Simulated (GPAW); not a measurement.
Consider FeGe (P6/mmm).

```
Ge Fe
1.0
     4.99760    0.00000    0.00000
    -2.49880    4.32805    0.00000
     0.00000    0.00000    4.11576
Ge Fe
3 3
Direct
  0.66667 0.33333 0.50000
  0.33333 0.66667 0.50000
  0.00000 0.00000 0.00000
  0.00000 0.50000 0.00000
  0.50000 0.50000 0.00000
  0.50000 0.00000 0.00000
```

Absorber: atom 1, with 6 Fe at 2.51 Å and 3 Ge at 2.89 Å (9-fold, site symmetry -6m2). Method: GPAW, LDA, excited-electron core hole (neutral cell), 18-atom cell with 6.5 Å between holes, 3×3×3 k points, dipole transitions, Gaussian full width 1.96 eV up to 4 eV, rising linearly to 3.5 eV at 25 eV.

Q: Where do the maxima of the Ge K edge fall?

Main maxima up to 30 eV above the zero (height): 3.2 eV (1.85), 9.8 eV (1.17) and 16.8 eV (0.86). A K edge sees empty p states on the absorber. 

The Ge K spectrum (energy from the lowest empty level; intensity scaled to a mean of 1 over the first 20 eV; polarised curves are means over the symmetry-equivalent atoms):

| E (eV) | isotropic | ε ⊥ c | ε ∥ c |
| --- | --- | --- | --- |
| -2.0 | 0.01 | 0.01 | 0.00 |
| -1.5 | 0.04 | 0.05 | 0.02 |
| -1.0 | 0.13 | 0.17 | 0.05 |
| -0.5 | 0.31 | 0.40 | 0.12 |
| 0.0 | 0.57 | 0.74 | 0.24 |
| 0.5 | 0.86 | 1.10 | 0.38 |
| 1.0 | 1.13 | 1.44 | 0.52 |
| 1.5 | 1.36 | 1.71 | 0.66 |
| 2.0 | 1.56 | 1.95 | 0.78 |
| 2.5 | 1.73 | 2.15 | 0.89 |
| 3.0 | 1.84 | 2.27 | 0.96 |
| 3.5 | 1.81 | 2.21 | 1.00 |
| 4.0 | 1.61 | 1.93 | 0.98 |
| 4.5 | 1.30 | 1.50 | 0.91 |
| 5.0 | 1.00 | 1.09 | 0.82 |
| 5.5 | 0.78 | 0.79 | 0.78 |
| 6.0 | 0.65 | 0.57 | 0.81 |
| 6.5 | 0.59 | 0.42 | 0.93 |
| 7.0 | 0.60 | 0.34 | 1.13 |
| 7.5 | 0.70 | 0.36 | 1.38 |
| 8.0 | 0.85 | 0.46 | 1.61 |
| 8.5 | 0.99 | 0.61 | 1.75 |
| 9.0 | 1.10 | 0.77 | 1.76 |
| 9.5 | 1.16 | 0.90 | 1.69 |
| 10.0 | 1.16 | 0.96 | 1.58 |
| 10.5 | 1.11 | 0.95 | 1.45 |
| 11.0 | 1.04 | 0.90 | 1.32 |
| 11.5 | 0.95 | 0.83 | 1.21 |
| 12.0 | 0.89 | 0.78 | 1.12 |
| 12.5 | 0.86 | 0.76 | 1.07 |
| 13.0 | 0.85 | 0.77 | 1.03 |
| 13.5 | 0.85 | 0.79 | 0.97 |
| 14.0 | 0.84 | 0.79 | 0.92 |
| 14.5 | 0.82 | 0.79 | 0.87 |
| 15.0 | 0.81 | 0.79 | 0.85 |
| 15.5 | 0.82 | 0.80 | 0.85 |
| 16.0 | 0.84 | 0.83 | 0.85 |
| 16.5 | 0.86 | 0.86 | 0.85 |
| 17.0 | 0.86 | 0.88 | 0.82 |
| 17.5 | 0.84 | 0.87 | 0.77 |
| 18.0 | 0.81 | 0.85 | 0.72 |
| 18.5 | 0.78 | 0.84 | 0.68 |
| 19.0 | 0.77 | 0.83 | 0.66 |
| 19.5 | 0.78 | 0.84 | 0.66 |
| 20.0 | 0.79 | 0.85 | 0.68 |
| 20.5 | 0.80 | 0.85 | 0.70 |
| 21.0 | 0.81 | 0.85 | 0.72 |
| 21.5 | 0.81 | 0.85 | 0.72 |
| 22.0 | 0.81 | 0.85 | 0.72 |
| 22.5 | 0.80 | 0.84 | 0.71 |
| 23.0 | 0.79 | 0.83 | 0.69 |
| 23.5 | 0.77 | 0.81 | 0.69 |
| 24.0 | 0.75 | 0.79 | 0.68 |
| 24.5 | 0.73 | 0.75 | 0.68 |
| 25.0 | 0.71 | 0.72 | 0.68 |
| 25.5 | 0.69 | 0.70 | 0.68 |
| 26.0 | 0.68 | 0.69 | 0.67 |
| 26.5 | 0.67 | 0.68 | 0.66 |
| 27.0 | 0.67 | 0.68 | 0.65 |
| 27.5 | 0.68 | 0.69 | 0.65 |
| 28.0 | 0.69 | 0.71 | 0.67 |
| 28.5 | 0.72 | 0.73 | 0.69 |
| 29.0 | 0.75 | 0.76 | 0.72 |
| 29.5 | 0.77 | 0.79 | 0.75 |
| 30.0 | 0.79 | 0.80 | 0.77 |
| 30.5 | 0.79 | 0.80 | 0.77 |
| 31.0 | 0.78 | 0.79 | 0.77 |
| 31.5 | 0.77 | 0.77 | 0.75 |

The hole lies in one spin channel, while the script sums the empty states of both and takes the lower zero; where the two channels are split, this blurs and shifts the curve. The script folds with a Gaussian, whereas the core hole's own line is a Lorentzian, so the onset is too steep and the first peak too high. The crystal has 2 inequivalent Ge sites and not all are shown here, while a measurement adds them all. The spins start ferromagnetically in a simple order, which needn't be the measured one; gap and edge can depend on it. The mesh is coarse (0.33 Å⁻¹ between points), so small maxima may be mesh ripples. The structure is a computed Materials Project entry and may be a hypothetical form.

[Banner, clock and machine lines of the logs are left out without a mark of their own.]

[Logs are printed without paths, hosts, clocks, repeated set-up lines and the standing remarks that a program may print on its own settings, such as how far it seeks lower states.]

[Hosts, paths, dates, database ids (printed as entryN), source tags and the programs' standing remarks are cut or masked in the printed files.]

[Lists of maxima count a maximum above −3 eV only where it reaches 4 % of the highest in the window and stands out from its surroundings by 2 % of it (1.5 % where it reaches 55 %); shoulders and weaker maxima are passed over, and of the rest the first, up to two pre-edge ones and the few strongest are named.]
